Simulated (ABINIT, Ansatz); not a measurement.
Planning a run of ABINIT 10.8.3 on SrMg2Bi2 (P-3m1). The input:

```
acell 3*1.0 Angstrom
rprim 
  4.829713290037 -0.000000000009 0.000000000000
  -2.414856645011 4.182654402172 0.000000000000
  0.000000000000 0.000000000000 7.982888130000
ntypat 3
znucl 38 12 83
natom 5
typat 1 2 2 3 3
xred 
  0.000000000000 0.000000000000 0.000000000000
  0.666666666667 0.333333333333 0.375044160000
  0.333333333333 0.666666666667 0.624955840000
  0.666666666667 0.333333333333 0.746734860000
  0.333333333333 0.666666666667 0.253265140000
pp_dirpath "pseudos"
pseudos "Sr.upf, Mg.upf, Bi.upf"
ecut 38
ngkpt 3 3 2
nshiftk 1
shiftk 0.11 0.21 0.31
kptopt 3
chksymbreak 0
istwfk *1
occopt 1
irdwfk 1
optdriver 99
bs_calctype 1
mbpt_sciss 0.763 eV
bs_loband 25
nband 43
bs_exchange_term 1
bs_coulomb_term 21
bs_coupling 0
bs_algorithm 2
bs_freq_mesh 0 8 0.05 eV
zcut 0.15 eV
ecuteps 3
ecutwfn 19
inclvkb 2
mdf_epsinf 13.23
irdden 1
bs_haydock_niter 300
bs_haydock_tol -0.02 0
indata_prefix "in"
outdata_prefix "out"
tmpdata_prefix "tmp"
```

```sh
OMP_NUM_THREADS=1 mpirun -n 4 abinit run.abi > log
```

Question: Estimate wall time and host memory on 4 MPI ranks of Arm Neoverse V2, shared host.

It took 93 s; on shared hardware allow 46 s to 3.1 min. Peak host memory was 1.1 GiB.

The kernel grows as the square of the matrix size, and full diagonalisation as its cube.

[Paths, hosts, dates, memory and timing lines, banners, echoed tables and standing remarks are left out of the program output.]

[Logs are printed without paths, hosts, clocks, repeated set-up lines and the standing remarks that a program may print on its own settings, such as how far it seeks lower states.]

[Runs of the session that timed out or met a known fault of the program may be left out.]

[Hosts, paths, dates, database ids (printed as entryN), source tags and the programs' standing remarks are cut or masked in the printed files.]

[G0W0 gaps are taken among the corrected bands and points alone; a level outside them can change the order at an edge.]

[Where Ansatz stands beside ABINIT at settings called matched, ABINIT's density can come from a denser mesh and the files from another edition; pairs whose starting gaps differed by over 0.03 eV were left out, so agreement reads better than it is.]
